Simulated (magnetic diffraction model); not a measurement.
# La4Mn4S7O3 below its ordering temperature

Space group Cm (no. 8), a = 9.1670 Å, b = 18.1440 Å, c = 6.4820 Å, β = 134.24°.

| site | atom | x | y | z |
| --- | --- | --- | --- | --- |
| 4b | La | 0.2658 | 0.6383 | 0.4970 |
| 4b | La | 0.2434 | 0.8633 | 0.4716 |
| 2a | Mn | 0.7009 | 0 | 0.9126 |
| 4b | Mn | 0.2541 | 0.7474 | 0.0033 |
| 2a | Mn | 0.2963 | 0 | 0.0104 |
| 4b | S | 0.3582 | 0.6052 | 0.1873 |
| 4b | S | 0.1308 | 0.8931 | 0.9600 |
| 4b | S | 0.9881 | 0.7200 | 0.9828 |
| 2a | S | 0.3660 | 0 | 0.7233 |
| 4b | O | 0.5176 | 0.7794 | 0.5025 |
| 2a | O | 0.6340 | 0 | 0.4918 |

This is a made-up structure (elements placed in a structure type, unrelaxed), so the numbers test the method and describe no known phase.

Only Mn is taken to order (form factors of Mn2+); orders and moment sizes are assumed, and not adapted to the symmetry. Radiation: neutrons of λ = 2.41 Å, 8° to 30°; isotropic B of 0.11 Å² (La), 0.14 Å² (Mn), 0.16 Å² (S) and 0.21 Å² (O). Simulated constant-wavelength pattern: nuclear and magnetic terms add, the magnetic one as |2.695 fm × Σ f S⊥ exp(2πi Q·r) exp(−B s²)|², summed over all Q at one angle with the factor 1/(sin²θ cos θ). For collinear order S is the moment m, which repeats by lattice and centring translations R with the sign exp(−2πi k·R). Free-ion form factors, Sears's scattering lengths of 1992, no absorption; a label names one of the reflections at its angle. The strongest nuclear line in the range is 100, and lines under 0.2 are left out.

Above the ordering temperature:

```
2θ (°)     index      I
 15.27   (0 2 0)  100.0
 22.50   (1 1 0)    5.5
 22.77  (1 1 -1)   14.2
```

Below it (cell unchanged):

```csv
2θ (°),I
15.27,100.0
22.50,756.4
22.77,781.3
```

**Question.** Find the propagation vector, then choose among these models:
A. collinear moments along [100], 4.32 μB on Mn; signs + at (0.7009, 0, 0.9126), + at (0.2541, 0.7474, 0.0033), + at (0.7541, 0.7526, 0.0033), + at (0.2963, 0, 0.0104)
B. collinear moments along [010], 4.32 μB on Mn; signs + at (0.7009, 0, 0.9126), + at (0.2541, 0.7474, 0.0033), + at (0.7541, 0.7526, 0.0033), + at (0.2963, 0, 0.0104)
C. collinear moments along [010], 4.32 μB on Mn; signs + at (0.7009, 0, 0.9126), − at (0.2541, 0.7474, 0.0033), + at (0.7541, 0.7526, 0.0033), − at (0.2963, 0, 0.0104)
D. collinear moments along [100], 4.32 μB on Mn; signs + at (0.7009, 0, 0.9126), − at (0.2541, 0.7474, 0.0033), + at (0.7541, 0.7526, 0.0033), − at (0.2963, 0, 0.0104)

No line moves, and magnetic intensity falls on nuclear lines such as the one at 22.77°, so the magnetic cell equals the chemical primitive cell: k = 0.

Magnetic intensity, observed (below minus above) and for each model:

| 2θ (°) | index | observed | A | B | C | D |
| --- | --- | --- | --- | --- | --- | --- |
| 15.27 | (0 2 0) | <0.2 | <0.2 | <0.2 | <0.2 | 0.6 |
| 22.50 | (1 1 0) | 751.0 | 21.1 | 34.2 | 751.0 | 463.9 |
| 22.77 | (1 1 -1) | 767.1 | 0.1 | 0.1 | 767.1 | 481.5 |

Model C matches.

The structure used: k = (0 0 0), collinear moments along [010], 4.32 μB on Mn; signs + at (0.7009, 0, 0.9126), − at (0.2541, 0.7474, 0.0033), + at (0.7541, 0.7526, 0.0033), − at (0.2963, 0, 0.0104).

[Logs are printed without paths, hosts, clocks, repeated set-up lines and the standing remarks that a program may print on its own settings, such as how far it seeks lower states.]
